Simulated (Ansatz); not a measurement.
## Converging the field response of a CsPbBr3 (001), CsBr faces film

Which settings does the induced dipole of a CsPbBr3 (001), CsBr faces film need, and which can be cut?

Program: Ansatz 0.2.0. Level of theory: plane-wave DFT, PBE, Ansatz PAW, in the first sound run; inputs show where later runs differ. Values are calculated unless marked as measured.

Report form: inputs, costs, results and the conclusion, without the logs.

## (1) The starting structure

The cell holds 12 atoms: 3 Cs, 7 Br and 2 Pb. Cell: a = 5.870 Å, b = 5.870 Å, c = 29.740 Å, α = 90.0°, β = 90.0°, γ = 90.0°. It derives from CsPbBr3 (perovskite CsPbBr3). Vacuum lies along c.

Structure file:

```cif
data_structure
_symmetry_space_group_name_H-M 'P 1'
_symmetry_Int_Tables_number 1
_cell_length_a 5.8700
_cell_length_b 5.8700
_cell_length_c 29.7400
_cell_angle_alpha 90.000
_cell_angle_beta 90.000
_cell_angle_gamma 90.000
_cell_volume 1024.75
loop_
_atom_site_label
_atom_site_type_symbol
_atom_site_fract_x
_atom_site_fract_y
_atom_site_fract_z
_atom_site_occupancy
Cs1 Cs 0.00000 0.00000 0.30262 1
Br2 Br 0.50000 0.50000 0.30262 1
Pb3 Pb 0.50000 0.50000 0.40131 1
Br4 Br 0.00000 0.50000 0.40131 1
Br5 Br 0.50000 0.00000 0.40131 1
Cs6 Cs 0.00000 0.00000 0.50000 1
Br7 Br 0.50000 0.50000 0.50000 1
Pb8 Pb 0.50000 0.50000 0.59869 1
Br9 Br 0.00000 0.50000 0.59869 1
Br10 Br 0.50000 0.00000 0.59869 1
Cs11 Cs 0.00000 0.00000 0.69738 1
Br12 Br 0.50000 0.50000 0.69738 1
```

## (2) Single point, setting first choice

The first choice: the default cutoff of 420 eV, a 6×6×1 mesh, 18 Å of vacuum, 0.1 V/Å and a tight threshold. Each later run changes one input against this one; other functionals and files bring their own cutoffs.

Input file input.yaml:

```yaml
crystal:
  lattice:
    - [5.87, 0.0, 0.0]
    - [0.0, 5.87, 0.0]
    - [0.0, 0.0, 29.74]
  atoms:
    - { symbol: Cs, position: [0.0, 0.0, 0.3026227303] }
    - { symbol: Br, position: [0.5, 0.5, 0.3026227303] }
    - { symbol: Pb, position: [0.5, 0.5, 0.4013113652] }
    - { symbol: Br, position: [0.0, 0.5, 0.4013113652] }
    - { symbol: Br, position: [0.5, 0.0, 0.4013113652] }
    - { symbol: Cs, position: [0.0, 0.0, 0.5] }
    - { symbol: Br, position: [0.5, 0.5, 0.5] }
    - { symbol: Pb, position: [0.5, 0.5, 0.5986886348] }
    - { symbol: Br, position: [0.0, 0.5, 0.5986886348] }
    - { symbol: Br, position: [0.5, 0.0, 0.5986886348] }
    - { symbol: Cs, position: [0.0, 0.0, 0.6973772697] }
    - { symbol: Br, position: [0.5, 0.5, 0.6973772697] }
kpoints:
  mp_grid: { grid: [6, 6, 1] }
hamiltonian:
  xc: pbe
scf:
  occupations: { method: fixed }
  convergence: { dr2_threshold: 1.0e-10 }
efield:
  axis: 3
  dipole_correction: true
  ramp_position: 0.97
  ramp_width: 0.06
  amplitude: 0.1
output:
  write_potential: true
  write_density: true
  volumetric_format: npy
```

Launch:

```
$ ansatz run input.yaml --threads 4 --pin off --max-ram 12288MiB --backend cpu --events-out ev --progress --plain --runs-dir out
```

Elapsed: 23 s, on 4 threads of Arm Neoverse V2, shared host; peak memory 2 GiB.

This step gave:

```
gap on the k-mesh                       : 1.844 eV
dipole along the normal                 : 0.2109 e·Å
equivalent conductor thickness p/(ε₀AE) : 11.07 Å
```

Running mean over 5.87 Å of the planar mean, with the applied field; the ramp of the sawtooth is left out. Table of electron's electrostatic potential energy less the highest filled level by z:

```csv
z (Å),electron's electrostatic potential energy less the highest filled level (eV)
4,2.96
5,2.98
6,2.19
7,1.27
8,1.23
9,-0.121
10,-1.47
11,-1.42
12,-1.32
13,-1.26
14,-1.22
15,-1.19
16,-1.17
17,-1.17
18,-1.20
19,-1.26
20,-1.10
21,0.766
22,1.69
23,1.96
24,3.25
25,3.92
26,4.06
```

The dipole corresponds to a conductor 11.074 Å thick.

## (3) Single point, box 29.7 Å

input.yaml: that of step 2 with these lines changed.

```diff
@@ -31,2 +31,4 @@
   amplitude: 0.1
+basis:
+  ecutwfc: "250 eV"
 output:
```

Wall time 11 s (4 threads); peak memory 1.1 GiB.

The dipole corresponds to a conductor 11.028 Å thick, -0.41 % from the first choice, at 0.46 times its CPU time.

## (4) Run, box 29.7 Å

input.yaml: that of step 3 with these lines changed.

```diff
@@ -32,3 +32,3 @@
 basis:
-  ecutwfc: "250 eV"
+  ecutwfc: "330 eV"
 output:
```

Run time: 16 s. Hardware: 4 threads; peak memory 1.5 GiB; 63 s of CPU time.

The dipole corresponds to a conductor 11.072 Å thick, -0.01 % from the first choice, at 0.71 times its CPU time.

## (5) Single point, box 29.7 Å (run 2)

input.yaml: that of step 4 with these lines changed.

```diff
@@ -32,3 +32,3 @@
 basis:
-  ecutwfc: "330 eV"
+  ecutwfc: "600 eV"
 output:
```

It took 39 s on 4 threads; peak memory 3.2 GiB; 2.6 min of CPU time.

The dipole corresponds to a conductor 11.073 Å thick, -0.00 % from the first choice, at 1.7 times its CPU time.

## (6) Single point, box 29.7 Å (run 3)

input.yaml: that of step 5 with these lines changed.

```diff
@@ -19,3 +19,3 @@
 kpoints:
-  mp_grid: { grid: [6, 6, 1] }
+  mp_grid: { grid: [1, 1, 1] }
 hamiltonian:
@@ -31,4 +31,2 @@
   amplitude: 0.1
-basis:
-  ecutwfc: "600 eV"
 output:
```

It took 2 s on 4 threads; peak memory 0.69 GiB; 6.9 s of CPU time.

The dipole corresponds to a conductor 10.998 Å thick, -0.68 % from the first choice, at 0.077 times its CPU time.

## (7) Single point, box 29.7 Å (run 4)

input.yaml: that of step 6 with these lines changed.

```diff
@@ -19,3 +19,3 @@
 kpoints:
-  mp_grid: { grid: [1, 1, 1] }
+  mp_grid: { grid: [2, 2, 1] }
 hamiltonian:
```

The job ended after 4.2 s (4 threads; peak memory 1.4 GiB).

The dipole corresponds to a conductor 11.194 Å thick, +1.08 % from the first choice, at 0.18 times its CPU time.

## (8) Single point, box 29.7 Å (run 5)

input.yaml: that of step 7 with these lines changed.

```diff
@@ -19,3 +19,3 @@
 kpoints:
-  mp_grid: { grid: [2, 2, 1] }
+  mp_grid: { grid: [3, 3, 1] }
 hamiltonian:
```

Elapsed: 7.5 s, on 4 threads; peak memory 1.3 GiB.

The dipole corresponds to a conductor 11.042 Å thick, -0.29 % from the first choice, at 0.33 times its CPU time.

## (9) Single point, box 29.7 Å (run 6)

input.yaml: that of step 8 with these lines changed.

```diff
@@ -19,3 +19,3 @@
 kpoints:
-  mp_grid: { grid: [3, 3, 1] }
+  mp_grid: { grid: [12, 12, 1] }
 hamiltonian:
```

Elapsed: 71 s, on 4 threads; peak memory 2.8 GiB.

The dipole corresponds to a conductor 11.072 Å thick, -0.01 % from the first choice, at 3.1 times its CPU time.

## (10) Single point, box 21.7 Å

The cell differs from the one that the last finished run ended in (c 29.740 → 21.740 Å).

input.yaml, the sections that differ from step 9:

```yaml
crystal:
  lattice:
    - [5.87, 0.0, 0.0]
    - [0.0, 5.87, 0.0]
    - [0.0, 0.0, 21.74]
  atoms:
    - { symbol: Cs, position: [0.0, 0.0, 0.2299908004] }
    - { symbol: Br, position: [0.5, 0.5, 0.2299908004] }
    - { symbol: Pb, position: [0.5, 0.5, 0.3649954002] }
    - { symbol: Br, position: [0.0, 0.5, 0.3649954002] }
    - { symbol: Br, position: [0.5, 0.0, 0.3649954002] }
    - { symbol: Cs, position: [0.0, 0.0, 0.5] }
    - { symbol: Br, position: [0.5, 0.5, 0.5] }
    - { symbol: Pb, position: [0.5, 0.5, 0.6350045998] }
    - { symbol: Br, position: [0.0, 0.5, 0.6350045998] }
    - { symbol: Br, position: [0.5, 0.0, 0.6350045998] }
    - { symbol: Cs, position: [0.0, 0.0, 0.7700091996] }
    - { symbol: Br, position: [0.5, 0.5, 0.7700091996] }
kpoints:
  mp_grid: { grid: [6, 6, 1] }
# hamiltonian, scf, efield, output: as in step 9
```

Elapsed: 17 s, on 4 threads; peak memory 1.5 GiB; 65 s of CPU time.

The dipole corresponds to a conductor 11.059 Å thick, -0.13 % from the first choice, at 0.73 times its CPU time.

## (11) Single point, box 25.7 Å

The cell differs from the one that the last finished run ended in (c 21.740 → 25.740 Å).

input.yaml, the sections that differ from step 10:

```yaml
crystal:
  lattice:
    - [5.87, 0.0, 0.0]
    - [0.0, 5.87, 0.0]
    - [0.0, 0.0, 25.74]
  atoms:
    - { symbol: Cs, position: [0.0, 0.0, 0.271950272] }
    - { symbol: Br, position: [0.5, 0.5, 0.271950272] }
    - { symbol: Pb, position: [0.5, 0.5, 0.385975136] }
    - { symbol: Br, position: [0.0, 0.5, 0.385975136] }
    - { symbol: Br, position: [0.5, 0.0, 0.385975136] }
    - { symbol: Cs, position: [0.0, 0.0, 0.5] }
    - { symbol: Br, position: [0.5, 0.5, 0.5] }
    - { symbol: Pb, position: [0.5, 0.5, 0.614024864] }
    - { symbol: Br, position: [0.0, 0.5, 0.614024864] }
    - { symbol: Br, position: [0.5, 0.0, 0.614024864] }
    - { symbol: Cs, position: [0.0, 0.0, 0.728049728] }
    - { symbol: Br, position: [0.5, 0.5, 0.728049728] }
# kpoints, hamiltonian, scf, efield, output: as in step 10
```

Wall time 20 s (4 threads); peak memory 1.7 GiB.

The dipole corresponds to a conductor 11.073 Å thick, -0.00 % from the first choice, at 0.86 times its CPU time.

## (12) Run, box 37.7 Å

The cell differs from the one that the last finished run ended in (c 25.740 → 37.740 Å).

input.yaml, the sections that differ from step 11:

```yaml
crystal:
  lattice:
    - [5.87, 0.0, 0.0]
    - [0.0, 5.87, 0.0]
    - [0.0, 0.0, 37.74]
  atoms:
    - { symbol: Cs, position: [0.0, 0.0, 0.3444621092] }
    - { symbol: Br, position: [0.5, 0.5, 0.3444621092] }
    - { symbol: Pb, position: [0.5, 0.5, 0.4222310546] }
    - { symbol: Br, position: [0.0, 0.5, 0.4222310546] }
    - { symbol: Br, position: [0.5, 0.0, 0.4222310546] }
    - { symbol: Cs, position: [0.0, 0.0, 0.5] }
    - { symbol: Br, position: [0.5, 0.5, 0.5] }
    - { symbol: Pb, position: [0.5, 0.5, 0.5777689454] }
    - { symbol: Br, position: [0.0, 0.5, 0.5777689454] }
    - { symbol: Br, position: [0.5, 0.0, 0.5777689454] }
    - { symbol: Cs, position: [0.0, 0.0, 0.6555378908] }
    - { symbol: Br, position: [0.5, 0.5, 0.6555378908] }
# kpoints, hamiltonian, scf, efield, output: as in step 11
```

Elapsed: 28 s, on 4 threads; peak memory 2.4 GiB; 1.8 min of CPU time.

The dipole corresponds to a conductor 11.074 Å thick, +0.00 % from the first choice, at 1.2 times its CPU time.

## (13) Run, box 29.7 Å (run 2)

Input file input.yaml:

```yaml
crystal:
  lattice:
    - [5.87, 0.0, 0.0]
    - [0.0, 5.87, 0.0]
    - [0.0, 0.0, 29.74]
  atoms:
    - { symbol: Cs, position: [0.0, 0.0, 0.3026227303] }
    - { symbol: Br, position: [0.5, 0.5, 0.3026227303] }
    - { symbol: Pb, position: [0.5, 0.5, 0.4013113652] }
    - { symbol: Br, position: [0.0, 0.5, 0.4013113652] }
    - { symbol: Br, position: [0.5, 0.0, 0.4013113652] }
    - { symbol: Cs, position: [0.0, 0.0, 0.5] }
    - { symbol: Br, position: [0.5, 0.5, 0.5] }
    - { symbol: Pb, position: [0.5, 0.5, 0.5986886348] }
    - { symbol: Br, position: [0.0, 0.5, 0.5986886348] }
    - { symbol: Br, position: [0.5, 0.0, 0.5986886348] }
    - { symbol: Cs, position: [0.0, 0.0, 0.6973772697] }
    - { symbol: Br, position: [0.5, 0.5, 0.6973772697] }
kpoints:
  mp_grid: { grid: [6, 6, 1] }
hamiltonian:
  xc: pbe
scf:
  occupations: { method: fixed }
  convergence: { dr2_threshold: 1.0e-10 }
efield:
  axis: 3
  dipole_correction: true
  ramp_position: 0.97
  ramp_width: 0.06
  amplitude: 0.005
output:
  write_potential: true
  write_density: true
  volumetric_format: npy
```

Wall time 22 s (4 threads); peak memory 1.9 GiB; 86 s of CPU time.

The dipole corresponds to a conductor 11.072 Å thick, -0.01 % from the first choice, at 0.96 times its CPU time.

## (14) Single point, box 29.7 Å (run 7)

input.yaml: that of step 13 with these lines changed.

```diff
@@ -30,3 +30,3 @@
   ramp_width: 0.06
-  amplitude: 0.005
+  amplitude: 0.03
 output:
```

Wall time 22 s (4 threads); peak memory 1.9 GiB; 87 s of CPU time.

The dipole corresponds to a conductor 11.072 Å thick, -0.02 % from the first choice, at 0.98 times its CPU time.

## (15) Run, box 29.7 Å (run 3)

input.yaml: that of step 14 with these lines changed.

```diff
@@ -30,3 +30,3 @@
   ramp_width: 0.06
-  amplitude: 0.03
+  amplitude: 0.3
 output:
```

Run time: 23 s. Hardware: 4 threads; peak memory 1.9 GiB.

The dipole corresponds to a conductor 11.090 Å thick, +0.15 % from the first choice, at 1.00 times its CPU time.

## (16) Single point, box 29.7 Å (run 8)

input.yaml: that of step 15 with these lines changed.

```diff
@@ -24,3 +24,3 @@
   occupations: { method: fixed }
-  convergence: { dr2_threshold: 1.0e-10 }
+  convergence: { dr2_threshold: 0.0001 }
 efield:
@@ -30,3 +30,3 @@
   ramp_width: 0.06
-  amplitude: 0.3
+  amplitude: 0.1
 output:
```

The job ended after 20 s (4 threads; peak memory 1.9 GiB; 79 s of CPU time).

The dipole corresponds to a conductor 11.052 Å thick, -0.20 % from the first choice, at 0.88 times its CPU time.

## (17) Single point, box 29.7 Å (run 9)

input.yaml: that of step 16 with these lines changed.

```diff
@@ -24,3 +24,3 @@
   occupations: { method: fixed }
-  convergence: { dr2_threshold: 0.0001 }
+  convergence: { dr2_threshold: 1.0e-06 }
 efield:
```

The job ended after 20 s (4 threads; peak memory 1.9 GiB; 77 s of CPU time).

The dipole corresponds to a conductor 11.073 Å thick, -0.01 % from the first choice, at 0.86 times its CPU time.

## (18) Run, box 29.7 Å (run 4)

input.yaml: that of step 17 with these lines changed.

```diff
@@ -24,3 +24,3 @@
   occupations: { method: fixed }
-  convergence: { dr2_threshold: 1.0e-06 }
+  convergence: { dr2_threshold: 1.0e-08 }
 efield:
```

The job ended after 21 s (4 threads; peak memory 2 GiB).

The dipole corresponds to a conductor 11.074 Å thick, -0.00 % from the first choice, at 0.92 times its CPU time.

## (19) Run, box 29.7 Å (run 5)

This step: plane-wave DFT, LDA, Ansatz PAW (Ansatz 0.2.0).

input.yaml: that of step 18 with these lines changed.

```diff
@@ -21,6 +21,6 @@
 hamiltonian:
-  xc: pbe
+  xc: lda
 scf:
   occupations: { method: fixed }
-  convergence: { dr2_threshold: 1.0e-08 }
+  convergence: { dr2_threshold: 1.0e-10 }
 efield:
```

The job ended after 23 s (4 threads; peak memory 1.9 GiB).

The dipole corresponds to a conductor 11.162 Å thick, +0.79 % from the first choice, at 0.99 times its CPU time.

## (20) Run, box 29.7 Å (run 6)

This step: plane-wave DFT, r2SCAN, Ansatz PAW (Ansatz 0.2.0).

input.yaml: that of step 19 with these lines changed.

```diff
@@ -21,3 +21,3 @@
 hamiltonian:
-  xc: lda
+  xc: r2scan
 scf:
```

Elapsed: 50 s, on 4 threads; peak memory 3.8 GiB.

The dipole corresponds to a conductor 10.778 Å thick, -2.67 % from the first choice, at 2.2 times its CPU time.

## (21) Run, box 29.7 Å (run 7)

This step: plane-wave DFT, PBE, norm-conserving (Ansatz 0.2.0).

input.yaml: that of step 20 with these lines changed.

```diff
@@ -21,3 +21,4 @@
 hamiltonian:
-  xc: r2scan
+  xc: pbe
+  pseudopotentials: { kind: nc }
 scf:
```

It took 97 s on 4 threads; peak memory 4.7 GiB; 6.4 min of CPU time.

The dipole corresponds to a conductor 11.069 Å thick, -0.04 % from the first choice, at 4.3 times its CPU time.

## (22) Single point, box 29.7 Å (run 10)

This step: plane-wave DFT, PBE, JTH PAW (Ansatz 0.2.0).

input.yaml: that of step 21 with these lines changed.

```diff
@@ -22,3 +22,3 @@
   xc: pbe
-  pseudopotentials: { kind: nc }
+  pseudopotentials: { kind: paw, source: jth }
 scf:
```

Wall time 3.9 min (4 threads); peak memory 10 GiB.

The dipole corresponds to a conductor 11.078 Å thick, +0.04 % from the first choice, at 9.9 times its CPU time.

## (23) Side by side

Times are for 4 threads of Arm Neoverse V2, shared host. The runs compared:

```csv
no.,setting,equivalent conductor thickness p/(ε₀AE) (Å),time,memory (GiB)
1,first choice,11.07,23 s,2.0
2,cutoff 250 eV,11.03,11 s,1.1
3,cutoff 330 eV,11.07,16 s,1.5
4,cutoff 600 eV,11.07,39 s,3.2
5,mesh 1x1,11.00,2 s,0.69
6,mesh 2x2,11.19,4.2 s,1.4
7,mesh 3x3,11.04,7.5 s,1.3
8,mesh 12x12,11.07,71 s,2.8
9,vacuum 10 Å,11.06,17 s,1.5
10,vacuum 14 Å,11.07,20 s,1.7
11,vacuum 26 Å,11.07,28 s,2.4
12,field 0.005 V/Å,11.07,22 s,1.9
13,field 0.03 V/Å,11.07,22 s,1.9
14,field 0.3 V/Å,11.09,23 s,1.9
15,SCF threshold 1e-04 eV,11.05,20 s,1.9
16,SCF threshold 1e-06 eV,11.07,20 s,1.9
17,SCF threshold 1e-08 eV,11.07,21 s,2.0
18,"LDA, Ansatz PAW (420 eV)",11.16,23 s,1.9
19,"r2SCAN, Ansatz PAW (500 eV)",10.78,50 s,3.8
20,"PBE, norm-conserving (850 eV)",11.07,97 s,4.7
21,"PBE, JTH PAW (1800 eV)",11.08,3.9 min,10
```

## (24) Results

```yaml
equivalent_conductor_thickness_first_choice: 11.07 Å
equivalent_conductor_thickness_cutoff_600_ev: 11.07 Å
equivalent_conductor_thickness_mesh_2x2: 11.19 Å
equivalent_conductor_thickness_vacuum_26_a: 11.07 Å
equivalent_conductor_thickness_lda_ansatz_paw_420_ev: 11.16 Å
equivalent_conductor_thickness_r2scan_ansatz_paw_500_ev: 10.78 Å
```

The first choice gives 11.07 Å. Numerical settings off by more than 1 % against it: mesh 2x2 (+1.1 %). The cheapest single change that stays within 0.5 % is mesh 3x3, at 33 % of the CPU time. Functionals and files move it by +0.8 % (LDA, Ansatz PAW (420 eV)), -2.7 % (r2SCAN, Ansatz PAW (500 eV)), under 0.1 % (PBE, norm-conserving (850 eV)) and under 0.1 % (PBE, JTH PAW (1800 eV)). The film is symmetric and its atoms are held, so the dipole is the electronic response to the field alone. Times of a few seconds on a shared host rank the settings only roughly. In 1 run of the series (vacuum 10 Å) the program warns that electrons reach the sawtooth's ramp, which makes dipole and work function less sure.

[Long decimals in the printed logs are rounded to 6 places.]

[Logs are printed without paths, hosts, clocks, repeated set-up lines and the standing remarks that a program may print on its own settings, such as how far it seeks lower states.]

[Hosts, paths, dates, database ids (printed as entryN), source tags and the programs' standing remarks are cut or masked in the printed files.]

[Maps of the electrostatic potential energy from Ansatz leave out the sawtooth potential of an applied field or a dipole correction, so their vacuum need not be flat; planar profiles and work functions include it.]
